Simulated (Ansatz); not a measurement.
**MoSeS (layered bulk) (P6_3mc): band gap by G0W0 on PBEsol**

Wanted: the gap of MoSeS (layered bulk) (P6_3mc) with a many-body correction, and the time that it takes.

Calculated with Ansatz 0.2.0; PBEsol, then G0W0 on it, plane waves, PAW.

Most raw output is cut from this account.

The structure was built from a prototype and need not be the compound's stable phase.

In doubt: masses and optical values from hybrid runs of this build are listed as unsure (in some of the runs), which bears on the screening that GW takes from such a start.

## Step 1: Starting point

Symmetry: P6_3mc, No. 186, hexagonal system. Conventional cell: a = 3.252 Å, b = 3.252 Å, c = 12.780 Å, α = 90.00°, β = 90.00°, γ = 120.00°. Nearest to Mo lie 3 Se at 2.48 Å and 3 S at 2.48 Å. S has 3 Mo at 2.48 Å nearest. Se has 3 Mo at 2.48 Å nearest. It derives from Mo1S1Se1. Farther neighbours and most contacts between anions are not listed.

The start is a generated structure, not a measured one.

The logs state that the PAW files were generated under PBE.

## Step 2: Relaxing the structure

The structure is relaxed first.

This step: DFT, PBEsol-D3(BJ), plane waves, PAW; PAW set soft_1.

File input.yaml:

```yaml
crystal:
  lattice:
    - [3.2525, 0.0, 0.0]
    - [-1.62625, 2.8167476258, 0.0]
    - [0.0, 0.0, 12.7800000008]
  atoms:
    - { symbol: Mo, position: [0.3333333333, 0.6666666667, 0.25] }
    - { symbol: S, position: [0.6666666667, 0.3333333333, 0.3767605634] }
    - { symbol: Se, position: [0.6666666667, 0.3333333333, 0.1232394366] }
    - { symbol: Mo, position: [0.6666666667, 0.3333333333, 0.75] }
    - { symbol: S, position: [0.3333333333, 0.6666666667, 0.8767605634] }
    - { symbol: Se, position: [0.3333333333, 0.6666666667, 0.6232394366] }
kpoints:
  mp_grid: { grid: [9, 9, 2] }
hamiltonian:
  xc: pbesol
  dispersion: d3bj
  pseudopotentials: { kind: paw, azcp: { folder: soft_1 }, xc_functional: pbe }
scf:
  occupations: { method: fermi_dirac, width: 0.02 }
relax:
  f_tol: 0.01
  max_steps: 100
  cell: {}
```

Started as:

```sh
> ansatz run input.yaml --threads 2 --pin off --max-ram 92160MiB --backend cuda --events-out ev --progress --plain --runs-dir out --devices 1 --max-vram 13GiB
```

It took 17 s on 1 × NVIDIA H100 80GB HBM3 (shared by 6 runs) with 2 threads of AMD EPYC 7R13 (Zen 3), shared host; peak memory 1 GiB.

The steps of the relaxation:

```
step  energy less that of the first step (eV)  largest force component (eV/Å)  pressure (GPa)  volume (Å³)
   1                                   0.0000                          2.3719           -7.03       117.08
   2                                  -0.3472                          0.7689            3.43       101.77
   3                                  -0.4677                          0.1662           -1.00       104.54
   4                                  -0.4731                          0.0661           -0.01       104.78
   5                                  -0.4739                          0.0074            0.11       104.17
   6                                  -0.4738                          0.0368           -0.19       104.42
   7                                  -0.4740                          0.0005            0.00       104.32
  8*                                  -0.4720                          0.0005            0.00       104.32
```

Relaxation steps marked * repeat the geometry before them on a plane-wave basis chosen anew for their cell, so energy and pressure can jump there. Relaxation step 6 was tried and not accepted.

Forces are held to the 12 operations that the run works with; a distortion that breaks them can't arise in this run.

```
conventional cell, symmetrised  before   after   change
                         a (Å)   3.252   3.167   -2.6 %
                         b (Å)   3.252   3.167   -2.6 %
                         c (Å)  12.780  12.010   -6.0 %
              volume (Å³/atom)   19.51   17.39  -10.9 %
```

The atoms that moved most (Å, as changes of fractional coordinates times the final cell):

```
atom     dx     dy      dz  length
 Se6  0.000  0.000  -0.125   0.125
 Se3  0.000  0.000  -0.125   0.125
  S2  0.000  0.000   0.065   0.065
  S5  0.000  0.000   0.065   0.065
 Mo1  0.000  0.000   0.060   0.060
 Mo4  0.000  0.000   0.060   0.060
```

The relaxed structure:

```xyz
6
Lattice="3.1671 0.0000 0.0000 -1.5836 2.7428 0.0000 0.0000 0.0000 12.0096" Properties=species:S:1:pos:R:3 pbc="T T T"
Mo    0.0000    1.8285    3.0625
S     1.5836    0.9143    4.5900
Se    1.5836    0.9143    1.3547
Mo    1.5836    0.9143    9.0673
S     0.0000    1.8285   10.5948
Se    0.0000    1.8285    7.3595
```

The program's warnings for this run: band table not solved further.

## Step 3: Bands along the symmetry lines

Levels along a band path and on the mesh show where this functional puts the band edges.

This step: DFT, PBEsol, plane waves, PAW; PAW set soft_1.

File input.yaml:

```yaml
crystal:
  lattice:
    - [3.1671178746, 0.0, 0.0]
    - [-1.5835589373, 2.7428045362, 0.0]
    - [0.0, 0.0, 12.0096143063]
  atoms:
    - { symbol: Mo, position: [0.3333333333, 0.6666666667, 0.2550024429] }
    - { symbol: S, position: [0.6666666667, 0.3333333333, 0.382195575] }
    - { symbol: Se, position: [0.6666666667, 0.3333333333, 0.1128019821] }
    - { symbol: Mo, position: [0.6666666667, 0.3333333333, 0.7550024429] }
    - { symbol: S, position: [0.3333333333, 0.6666666667, 0.882195575] }
    - { symbol: Se, position: [0.3333333333, 0.6666666667, 0.6128019821] }
kpoints:
  mp_grid: { grid: [12, 12, 2] }
  band_path:
    path:
      - [[0.0, 0.0, 0.0], [0.5, 0.0, 0.0], [0.33333333, 0.33333333, 0.0], [0.0, 0.0, 0.0], [0.0, 0.0, 0.5], [0.5, 0.0, 0.5], [0.33333333, 0.33333333, 0.5], [0.0, 0.0, 0.5]]
      - [[0.5, 0.0, 0.5], [0.5, 0.0, 0.0]]
      - [[0.33333333, 0.33333333, 0.5], [0.33333333, 0.33333333, 0.0]]
    npoints: 10
hamiltonian:
  xc: pbesol
  pseudopotentials: { kind: paw, azcp: { folder: soft_1 }, xc_functional: pbe }
scf:
  occupations: { method: fermi_dirac, width: 0.02 }
  n_extra_bands: 6
output:
  eigenvalues: true
  forces: true
  stress: true
  write_density: true
  write_potential: true
  elf: true
  volumetric_format: npy
```

It took 9 s on 1 × NVIDIA H100 80GB HBM3 (shared by 6 runs) with 2 threads; peak memory 1 GiB; 9.1 s of CPU time.

Numbers from this step:

* pressure: 4.140 GPa
* filled bands: 36
* gap: 0.5019 eV
* valence top at: Γ
* conduction bottom at: k = (0.167, 0.167, 0.000)
* least direct gap: 1.695 eV

Over mesh and path the gap is 0.502 eV, from k = Γ to k = (0.167, 0.167, 0.000). The least direct gap found is 1.695 eV, at k = (0.333, 0.333, 0.000). The pressure in this cell is 4 GPa; the cell is kept.

Electronic bands along the path, in eV, zero at the top of the highest nominally filled band:

```
    point  band 33  band 34  band 35  band 36  band 37  band 38  band 39  band 40
        Γ    -1.81    -1.70    -0.63     0.00     2.19     2.19     2.20     2.20
  halfway    -2.02    -1.85    -1.56    -1.43     0.96     1.51     1.81     1.95
        M    -1.61    -1.58    -1.43    -1.16     1.57     1.65     1.75     2.24
  halfway    -2.85    -2.32    -1.18    -0.86     1.35     1.56     1.87     2.14
        K    -2.65    -2.65    -0.93    -0.62     1.07     1.07     1.21     2.67
  halfway    -1.90    -1.80    -1.43    -1.36     0.50     1.48     1.62     1.72
        Γ    -1.81    -1.70    -0.63     0.00     2.19     2.19     2.20     2.20
  halfway    -1.82    -1.82    -0.43    -0.04     2.19     2.19     2.19     2.19
        A    -1.85    -1.85    -0.18    -0.18     2.19     2.19     2.19     2.19
  halfway    -2.07    -2.07    -1.51    -1.51     1.38     1.38     1.70     1.70
        L    -1.50    -1.50    -1.37    -1.37     1.60     1.60     2.02     2.02
  halfway    -2.73    -2.73    -1.01    -1.01     1.46     1.46     2.14     2.14
        H    -3.01    -3.01    -0.81    -0.81     1.08     1.08     1.91     1.91
  halfway    -1.93    -1.93    -1.42    -1.42     0.95     0.95     1.77     1.77
        A    -1.85    -1.85    -0.18    -0.18     2.19     2.19     2.19     2.19
jump to L    -1.50    -1.50    -1.37    -1.37     1.60     1.60     2.02     2.02
  halfway    -1.57    -1.52    -1.45    -1.22     1.58     1.63     1.84     2.18
        M    -1.61    -1.58    -1.43    -1.16     1.57     1.65     1.75     2.24
jump to H    -3.01    -3.01    -0.81    -0.81     1.08     1.08     1.91     1.91
  halfway    -2.78    -2.78    -0.90    -0.69     1.08     1.08     1.41     2.48
        K    -2.65    -2.65    -0.93    -0.62     1.07     1.07     1.21     2.67
```

ELF in the ac plane at fractional y = 0.333, with atoms of S and Se and Mo within 0.2 Å of it. It is the smooth field of the valence electrons, not physical close to the nuclei.

Ten even steps from '0' (0.05) to '9' (0.87), each cell a mean:
```
1344321000000000
6788765310000024
8888887532111246
6788775322222234
2455432356777532
2223213687557874
2233222477777753
4566653223443323
7777776532112346
7888876531111246
6788764210000013
1223210011221100
1000013579999864
6200158999889999
8411379972001599
6311258986335898
2111123567777764
2334321122222211
2222222333444332
4211236777667776
7422468874223688
7421368874223688
5200147999999998
1000002467887653
```
Columns run along a (3.2 Å), rows up along c (12.0 Å). Atoms in or near the plane, at fractional coordinates: S at (0.67, 0.38), Se at (0.67, 0.11), Mo at (0.67, 0.76).

Valence density in the ac plane at fractional y = 0.333, with atoms of S and Se and Mo within 0.2 Å of it. It is the smooth field of the valence electrons, not physical close to the nuclei.

Ten steps, logarithmic in the rise over the least value, from '0' (0 e/Å³) to '9' (34 e/Å³), each cell a mean:
```
0000000000000000
0111110000000000
1112111100000001
1111111111111111
1111111234555432
1100112456666543
1111112345665532
1111111122332211
1122111111000111
1112111100000001
0111100000000000
0000000000000000
0000000011111100
0000001222332221
1000012232112222
1100112222222322
1111111122222211
1222221111111111
1122211111111111
1111111222332221
1100112247997532
1000012247998532
0000001123443221
0000000001111000
```
Columns run along a (3.2 Å), rows up along c (12.0 Å). Atoms in or near the plane, at fractional coordinates: S at (0.67, 0.38), Se at (0.67, 0.11), Mo at (0.67, 0.76).

## Step 4: G0W0 on the 9×9×2 mesh

G0W0 replaces the xc potential by a self-energy built once from the orbitals of the start. Levels are corrected in the window of bands that the input names, at points of the mesh.

This step: G0W0 on PBEsol, plane waves, PAW; PAW set soft_1.

input.yaml, the sections that differ from step 3:

```yaml
kpoints:
  mp_grid: { grid: [9, 9, 2] }
scf:
  occupations: { method: fixed }
gw:
  n_empty_bands: 435
  ecut_chi: 150.0
  qp_bands: [v2, c2]
  qp_kpoints: band_edges
  screening: { model: contour_deformation }
# crystal, hamiltonian: as in step 3
# output: removed
```

Elapsed: 1.8 min, on 1 × NVIDIA H100 80GB HBM3 (shared by 6 runs) with 2 threads; peak memory 2.4 GiB.

This step gave:

* bands summed: 471
* RPA ε∞ on this mesh (eigenvalues): 9.798, 16.33, 16.33
* plane waves in the screening matrix: 461
* q-points in the mesh: 162
* G0W0 gap over the corrected points: 0.9382 eV
* k of the valence top: 0, 0, 0
* k of the conduction bottom: 0.1111, 0.2222, 0
* starting gap on the mesh: 0.5990 eV
* Z at the valence top: 0.7463
* Z at the conduction bottom: 0.7557
* least direct G0W0 gap over the corrected points: 2.063 eV

Over 17 of 24 irreducible mesh points the G0W0 gap is 0.938 eV, from k = Γ to k = (0.111, 0.222, 0.000). The PBEsol gap of this run on the mesh is 0.599 eV. The two states that bound the G0W0 gap lie that far apart at the start, so the correction of the gap is 0.938 − 0.599 = +0.339 eV. The start of this run differs from the step before in mesh (12×12×2 and 9×9×2).

Labels follow the order of the start: v1 is the top filled band, c1 the lowest empty one; levels that stay degenerate share a row, the window can cut a multiplet, doubted levels are not marked in this list, bands outside the window were not corrected, and the list may be a part of the corrected levels. Levels before and after the correction, in eV, zero at the valence-band top of each column:

```
           conduction bottom  valence top
Kohn-Sham               0.60         0.00
     G0W0               0.94         0.00
```

```
                        level  occupation  energy (eV)
Kohn-Sham                Γ v2           2       -0.630
Kohn-Sham                Γ v1           2        0.000
Kohn-Sham             Γ c1-c2           0        2.194
Kohn-Sham  (0.111 0.222 0) v2           2       -1.476
Kohn-Sham  (0.111 0.222 0) v1           2       -1.406
Kohn-Sham  (0.111 0.222 0) c1           0        0.599
Kohn-Sham  (0.111 0.222 0) c2           0        1.553
     G0W0                Γ v2           2       -0.960
     G0W0                Γ v1           2        0.000
     G0W0             Γ c1-c2           0        2.517
     G0W0  (0.111 0.222 0) v2           2       -1.507
     G0W0  (0.111 0.222 0) v1           2       -1.518
     G0W0  (0.111 0.222 0) c1           0        0.938
     G0W0  (0.111 0.222 0) c2           0        1.954
```

The parts of the quasiparticle energy for the two states that bound the G0W0 gap, in eV on the run's own scale (QP = start + Σx + Σc − Vxc, with Σc at the quasiparticle energy):

```
             edge                      k  band   start       Σx      Σc      Vxc      Z      QP
      valence top                      Γ    36  13.171  −19.665   0.283  −19.356  0.746  13.145
conduction bottom  (0.111, 0.222, 0.000)    37  13.770  −13.839  −3.806  −17.958  0.756  14.083
```

## Step 5: Spin-orbit coupling

This run has two-component orbitals with spin-orbit coupling.

This step: DFT, PBEsol with spin-orbit coupling, plane waves, PAW; PAW set soft_1.

input.yaml: that of step 4 with these lines changed.

```diff
@@ -13,13 +13,25 @@
 kpoints:
-  mp_grid: { grid: [9, 9, 2] }
+  mp_grid: { grid: [12, 12, 2] }
+  band_path:
+    path:
+      - [0.0, 0.0, 0.0]
+      - [0.5, 0.0, 0.0]
+      - [0.33333333, 0.33333333, 0.0]
+      - [0.0, 0.0, 0.5]
+      - [0.5, 0.0, 0.5]
+      - [0.33333333, 0.33333333, 0.5]
+      - [0.1666666667, 0.1666666667, 0.0]
+    npoints: 1
 hamiltonian:
   xc: pbesol
-  pseudopotentials: { kind: paw, azcp: { folder: soft_1 }, xc_functional: pbe }
+  pseudopotentials: { kind: paw_fr, azcp: { folder: soft_1 }, xc_functional: pbe }
 scf:
-  occupations: { method: fixed }
-gw:
-  n_empty_bands: 435
-  ecut_chi: 150.0
-  qp_bands: [v2, c2]
-  qp_kpoints: band_edges
-  screening: { model: contour_deformation }
+  occupations: { method: fermi_dirac, width: 0.02 }
+  n_extra_bands: 12
+magnetization:
+  noncollinear: true
+  spin_orbit: true
+output:
+  eigenvalues: true
+  forces: true
+  stress: true
```

Run time: 22 s. Hardware: 1 × NVIDIA H100 80GB HBM3 (shared by 6 runs) with 2 threads; peak memory 1 GiB.

Numbers from this step:

| Item | Value |
| --- | --- |
| pressure | 4.155 GPa |
| gap | 0.4930 eV |
| valence top at | Γ |
| conduction bottom at | k = (0.167, 0.167, 0.000) |
| least direct gap | 1.656 eV |

Over mesh and listed points the gap is 0.493 eV, from k = Γ to k = (0.167, 0.167, 0.000). The least direct gap found is 1.656 eV, at k = (0.333, 0.333, 0.000). The pressure in this cell is 4 GPa; the cell is kept. PBEsol+SOC against PBEsol: 0.493 − 0.502 = −0.009 eV, with the same mesh, set of files (read in its fully relativistic form for the spin-orbit run) and cutoff, and both edges at the same k points. The spin-orbit run sees mesh and listed points alone, so its gap is an upper bound: the coupling can move an edge off these points, the more so as this crystal has no centre of inversion, and the change over the zone, its sign included where it is small, is not known.

## Step 6: The runs together

Each gap is the least one over the points named; times are wall times on shared hosts, not benchmarks. A G0W0 time includes the run's own self-consistent start. Runs with listed points see these and the mesh alone, so an edge that moves elsewhere is missed. Rows marked * are further runs, not shown as steps, whose inputs differ from the G0W0 step on the same start in the columns given; solver thresholds can differ too.

```
       level     mesh       files, cutoff  bands summed, screening                            points  gap (eV)  valence top      conduction bottom  least direct gap (eV)     time
      PBEsol  12×12×2  soft_1 PAW, 420 eV                        -                     mesh and path     0.502            Γ  (0.167, 0.167, 0.000)                  1.695      9 s
  PBEsol+SOC  12×12×2  soft_1 PAW, 420 eV                        -            mesh and listed points     0.493            Γ  (0.167, 0.167, 0.000)                  1.656     22 s
G0W0@PBEsol*    9×9×2  soft_1 PAW, 420 eV               146, 60 eV  17 of 24 irreducible mesh points     0.844            Γ  (0.111, 0.222, 0.000)                  2.075     46 s
 G0W0@PBEsol    9×9×2  soft_1 PAW, 420 eV              471, 150 eV  17 of 24 irreducible mesh points     0.938            Γ  (0.111, 0.222, 0.000)                  2.063  1.8 min
```

## Step 7: Results

| Property | Result |
| --- | --- |
| PBEsol gap over mesh and path | 0.502 eV, from k = Γ to k = (0.167, 0.167, 0.000) |
| G0W0@PBEsol gap over 17 of 24 irreducible mesh points | 0.938 eV, from k = Γ to k = (0.111, 0.222, 0.000) |
| PBEsol+SOC gap over mesh and listed points | 0.493 eV |
| GW settings | 9×9×2 mesh, 435 empty bands, screening to 150 eV, PAW set soft_1 files |
| known limits | finite bands, screening cutoff and k mesh; no spin-orbit coupling in G0W0 |

Over 17 of 24 irreducible mesh points the G0W0 gap is 0.938 eV, from k = Γ to k = (0.111, 0.222, 0.000). The PBEsol gap of this run on the mesh is 0.599 eV. The two states that bound the G0W0 gap lie that far apart at the start, so the correction of the gap is 0.938 − 0.599 = +0.339 eV. The valence state moves by 13.145 − 13.171 = −0.026 eV and the conduction state by 14.083 − 13.770 = +0.313 eV, on the run's own scale; with 146 bands the edge states move by +0.521 and +0.766 eV, so the split between the edges depends on the bands and cutoff. Over mesh and path, PBEsol puts the conduction bottom at k = (0.167, 0.167, 0.000), where no G0W0 correction was computed. The G0W0 gap over the whole zone is therefore not known from this run; at its settings it can only be equal to or under the 0.938 eV found, and no correction is carried over from another point. For the start itself the gap is 0.502 eV over mesh and path and 0.599 eV on the mesh of the G0W0 run, in runs that differ in mesh (12×12×2 and 9×9×2). From 146 bands and 60 eV to 471 bands and 150 eV the gap moves by 0.938 − 0.844 = +0.094 eV; bands and screening cutoff rise together, so their parts are not told apart. Two runs can't test a law of convergence, so the limit is not known. G0W0 on other starts in this series, not shown as steps and not all at these settings: 1.068 eV on HSE06 (9×9×2, soft_1 PAW, 238 bands, 90 eV). PBEsol+SOC against PBEsol: 0.493 − 0.502 = −0.009 eV, with the same mesh, set of files (read in its fully relativistic form for the spin-orbit run) and cutoff, and both edges at the same k points. The spin-orbit run sees mesh and listed points alone, so its gap is an upper bound: the coupling can move an edge off these points, the more so as this crystal has no centre of inversion, and the change over the zone, its sign included where it is small, is not known. What spin-orbit coupling does to the G0W0 levels was not computed, so no sum with the G0W0 gap is formed. The G0W0 runs are scalar-relativistic. No pair of G0W0 runs that differ in the mesh alone is shown (9×9×2 is a supercell whose nearest images lie 24 Å apart), so the error from the mesh is not known here. G0W0 is shown with one set of atomic data (soft_1 PAW), so the error from the files is not known here.

[Paths, hosts, dates, memory and timing lines, banners, echoed tables and standing remarks are left out of the program output.]

[Logs are printed without paths, hosts, clocks, repeated set-up lines and the standing remarks that a program may print on its own settings, such as how far it seeks lower states.]

[Runs of the session that timed out or met a known fault of the program may be left out.]

[Cells called generated may have been cut or substituted from an entry of the Crystallography Open Database or the Materials Project.]

[Hosts, paths, dates, database ids (printed as entryN), source tags and the programs' standing remarks are cut or masked in the printed files.]

[Where an RPA ε∞ is given, it is that of the G0W0 mesh and is not shown converged in it. Names of k-points follow the symmetry that the program found, which can be lower than the space group named. Band edges on a path are those of the sampled points; other points can move an edge, and change direct to indirect where valleys lie close.]

[Hybrid gaps are those of their k-mesh and are not shown converged in it.]
